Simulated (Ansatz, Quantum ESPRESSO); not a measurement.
# Pm2O3 (P-3m1): zone-centre phonons, part 3 of 4

Aim: the zone-centre modes of Pm2O3 (P-3m1).

Quantum ESPRESSO 7.5; DFT PBEsol, scalar-relativistic, plane waves, PseudoDojo norm-conserving, 4f in core pseudopotentials.

So far. Step 5 (Linear response at Γ): The acoustic modes at Γ come out as far as 14.5 cm⁻¹ from zero, where they should vanish, a sizeable error of basis and grid or of the response kernel of this functional; the Born charges miss their sum rule by 3.1e-4 e, which is good. Step 6 (Modes with the sum rule): The rule also moves an optical mode by 8.1 cm⁻¹. The relaxed cell has a = 3.774, c = 5.898 Å (conventional setting).

## (8) Sum rules set otherwise: a sum rule for molecules or wires on a crystal

This rule also removes rotations, which suits molecules and not a crystal; it is tried to see the harm.

Input file dynmat.in:

```
&INPUT
  fildyn = 'g.dyn'
  asr    = 'zero-dim'
  fileig = 'dynmat.eig'
  lperm  = .true.
/
```

On the command line:

```
> dynmat.x -in dynmat.in > dynmat.out
```

The log of the run:

```text
[banner, memory and clock lines left out]
Program DYNMAT v.7.5

     Reading Dynamical Matrix from file g.dyn
     ...Force constants read
     ...epsilon and Z* read
     Acoustic Sum Rule: || Z*(ASR) - Z*(orig)|| =    2.183567E+00
     Acoustic Sum Rule: ||dyn(ASR) - dyn(orig)||=    4.743289E-01
     A direction for q was not specified:TO-LO splitting will be absent

     Polarizability (A^3 units)
     multiply by 0.442384 for Clausius-Mossotti correction
        22.145914   -0.000000    0.000000
        -0.000000   22.145914   -0.000000
         0.000000   -0.000000   21.391315

     IR activities are in (D/A)^2/amu units

# mode   [cm-1]    [THz]      IR
    1     -0.00   -0.0000    0.0000
    2     -0.00   -0.0000    0.0000
    3     -0.00   -0.0000    0.0000
    4     -0.00   -0.0000    0.0000
    5      0.00    0.0000    0.0000
    6      0.00    0.0000    0.0000
    7    184.84    5.5413    0.0000
    8    201.55    6.0422   21.0622
    9    223.43    6.6982   21.3564
   10    287.02    8.6047   22.8424
   11    330.01    9.8935    0.0000
   12    426.50   12.7860   15.8248
   13    434.65   13.0305   15.7734
   14    458.85   13.7559    5.5565
   15    468.08   14.0327    0.0000

Electronic dielectric permittivity tensor (relative, adimensional)
         4.824874   -0.000000    0.000000
        -0.000000    4.824874   -0.000000
         0.000000   -0.000000    4.694546

 ... with zone-center polar mode contributions
        16.367522    3.524210   -0.102175
         3.524210   20.436928    0.058991
        -0.102175    0.058991   19.178982

[end of the log left out, with the tail of the file of modes that dynmat.x writes under the same name]
```

The job ended after 0.47 s (1 thread of Arm Neoverse V2, shared host).

The run ended normally, but on settings that are not sound.

The fault: a sum rule for molecules or wires on a crystal; 3 optical modes are projected out to zero frequency, as if they were rotations, and the static dielectric tensor is spoilt.

For a crystal the rule has to be 'simple' or 'crystal'.

Zone-centre frequencies as printed; negative means imaginary. Modes:

| mode | frequency (cm⁻¹) |
| --- | --- |
| 1 | 0 |
| 2 | 0 |
| 3 | 0 |
| 4 | 0 |
| 5 | 0 |
| 6 | 0 |
| 7 | 184.8 |
| 8 | 201.6 |
| 9 | 223.4 |
| 10 | 287 |
| 11 | 330 |
| 12 | 426.5 |
| 13 | 434.6 |
| 14 | 458.9 |
| 15 | 468.1 |

## (9) Modes along a direction of q (1 0 0)

A longitudinal polar mode sets up a macroscopic field that stiffens it; the term hangs on the direction from which q goes to zero.

Input file dynmat.in:

```
&INPUT
  fildyn = 'g.dyn'
  asr    = 'simple'
  fileig = 'dynmat.eig'
  q(1)   = 1.0
  q(2)   = 0.0
  q(3)   = 0.0
/
```

On the command line:

```
> dynmat.x -in dynmat.in > dynmat.out
```

The log of the run:

```text
[banner, memory and clock lines left out]
Program DYNMAT v.7.5

     Reading Dynamical Matrix from file g.dyn
     ...Force constants read
     ...epsilon and Z* read

     Polarizability (A^3 units)
     multiply by 0.442384 for Clausius-Mossotti correction
        22.145914   -0.000000    0.000000
        -0.000000   22.145914   -0.000000
         0.000000   -0.000000   21.391315

     IR activities are in (D/A)^2/amu units

# mode   [cm-1]    [THz]      IR
    1     -0.00   -0.0000    0.0000
    2      0.00    0.0000    0.0000
    3      0.00    0.0000    0.0000
    4    108.24    3.2449    0.0000
    5    108.24    3.2449    0.0000
    6    203.90    6.1127    0.0000
    7    206.27    6.1837   21.3724
    8    235.07    7.0472   28.2745
    9    323.09    9.6860    3.5151
   10    435.68   13.0613   15.4631
   11    440.74   13.2130    0.0000
   12    467.17   14.0053    2.4714
   13    475.71   14.2614    0.0000
   14    475.71   14.2614    0.0000
   15    593.10   17.7807   33.3205

[end of the log left out, with the tail of the file of modes that dynmat.x writes under the same name]
```

The job ended after 0.47 s (1 thread).

Numbers from this step:

```yaml
highest_mode_moved_by_the_lo_to_term: 593.1 cm⁻¹
```

Zone-centre frequencies as printed; negative means imaginary. Modes:

| mode | frequency (cm⁻¹) |
| --- | --- |
| 1 | 0 |
| 2 | 0 |
| 3 | 0 |
| 4 | 108.2 |
| 5 | 108.2 |
| 6 | 203.9 |
| 7 | 206.3 |
| 8 | 235.1 |
| 9 | 323.1 |
| 10 | 435.7 |
| 11 | 440.7 |
| 12 | 467.2 |
| 13 | 475.7 |
| 14 | 475.7 |
| 15 | 593.1 |

The field moves 2 modes; the highest of them now lies at 593 cm⁻¹, where the highest that moved away lay at 436.

## (10) Modes along a direction of q (0 0 1)

Input file dynmat.in:

```
&INPUT
  fildyn = 'g.dyn'
  asr    = 'simple'
  fileig = 'dynmat.eig'
  q(1)   = 0.0
  q(2)   = 0.0
  q(3)   = 1.0
/
```

On the command line:

```
> dynmat.x -in dynmat.in > dynmat.out
```

The log of the run:

```text
[banner, memory and clock lines left out]
Program DYNMAT v.7.5

     Reading Dynamical Matrix from file g.dyn
     ...Force constants read
     ...epsilon and Z* read

     Polarizability (A^3 units)
     multiply by 0.442384 for Clausius-Mossotti correction
        22.145914   -0.000000    0.000000
        -0.000000   22.145914   -0.000000
         0.000000   -0.000000   21.391315

     IR activities are in (D/A)^2/amu units

# mode   [cm-1]    [THz]      IR
    1     -0.00   -0.0000    0.0000
    2     -0.00   -0.0000    0.0000
    3     -0.00   -0.0000    0.0000
    4    108.24    3.2449    0.0000
    5    108.24    3.2449    0.0000
    6    203.90    6.1127    0.0000
    7    206.27    6.1837   21.3724
    8    206.27    6.1837   21.3724
    9    424.90   12.7381    7.2458
   10    435.68   13.0613   15.4631
   11    435.68   13.0613   15.4631
   12    440.74   13.2130    0.0000
   13    475.71   14.2614    0.0000
   14    475.71   14.2614    0.0000
   15    533.80   16.0031   23.5001

[end of the log left out, with the tail of the file of modes that dynmat.x writes under the same name]
```

Elapsed: 0.47 s, on 1 thread.

This step gave:

```
highest mode moved by the LO-TO term : 533.8 cm⁻¹
```

Zone-centre frequencies as printed; negative means imaginary. Modes:

| mode | frequency (cm⁻¹) |
| --- | --- |
| 1 | 0 |
| 2 | 0 |
| 3 | 0 |
| 4 | 108.2 |
| 5 | 108.2 |
| 6 | 203.9 |
| 7 | 206.3 |
| 8 | 206.3 |
| 9 | 424.9 |
| 10 | 435.7 |
| 11 | 435.7 |
| 12 | 440.7 |
| 13 | 475.7 |
| 14 | 475.7 |
| 15 | 533.8 |

The field moves 2 modes; the highest of them now lies at 534 cm⁻¹, where the highest that moved away lay at 467.

## (11) Modes along a direction of q (1 1 1)

Input file dynmat.in:

```
&INPUT
  fildyn = 'g.dyn'
  asr    = 'simple'
  fileig = 'dynmat.eig'
  q(1)   = 1.0
  q(2)   = 1.0
  q(3)   = 1.0
/
```

On the command line:

```
> dynmat.x -in dynmat.in > dynmat.out
```

The log of the run:

```text
[banners, grids, parts of the stress and lines that vanish by symmetry left out]
[banner, memory and clock lines left out]
Program DYNMAT v.7.5

     Reading Dynamical Matrix from file g.dyn
     ...Force constants read
     ...epsilon and Z* read

     Polarizability (A^3 units)
     multiply by 0.442384 for Clausius-Mossotti correction
        22.145914   -0.000000    0.000000
        -0.000000   22.145914   -0.000000
         0.000000   -0.000000   21.391315

     IR activities are in (D/A)^2/amu units

# mode   [cm-1]    [THz]      IR
    1     -0.00   -0.0000    0.0000
    2     -0.00   -0.0000    0.0000
[...]
14    475.71   14.2614    0.0000
   15    576.11   17.2712   31.5444

[end of the log left out, with the tail of the file of modes that dynmat.x writes under the same name]
```

Run time: 0.47 s. Hardware: 1 thread.

Read from the output:

```
highest mode moved by the LO-TO term : 576.1 cm⁻¹
```

Zone-centre frequencies as printed; negative means imaginary. Modes:

| mode | frequency (cm⁻¹) |
| --- | --- |
| 1 | 0 |
| 2 | 0 |
| 3 | 0 |
| 4 | 108.2 |
| 5 | 108.2 |
| 6 | 203.9 |
| 7 | 206.3 |
| 8 | 223.1 |
| 9 | 348.6 |
| 10 | 435.7 |
| 11 | 440.7 |
| 12 | 464.8 |
| 13 | 475.7 |
| 14 | 475.7 |
| 15 | 576.1 |

The field moves 4 modes; the highest of them now lies at 576 cm⁻¹, where the highest that moved away lay at 467.

[end of part 3 of 4]

[Host names and launcher messages were left out of these logs when they were recorded.]

[Logs are printed without paths, hosts, clocks, repeated set-up lines and the standing remarks that a program may print on its own settings, such as how far it seeks lower states.]

[Hosts, paths, dates, database ids (printed as entryN), source tags and the programs' standing remarks are cut or masked in the printed files.]
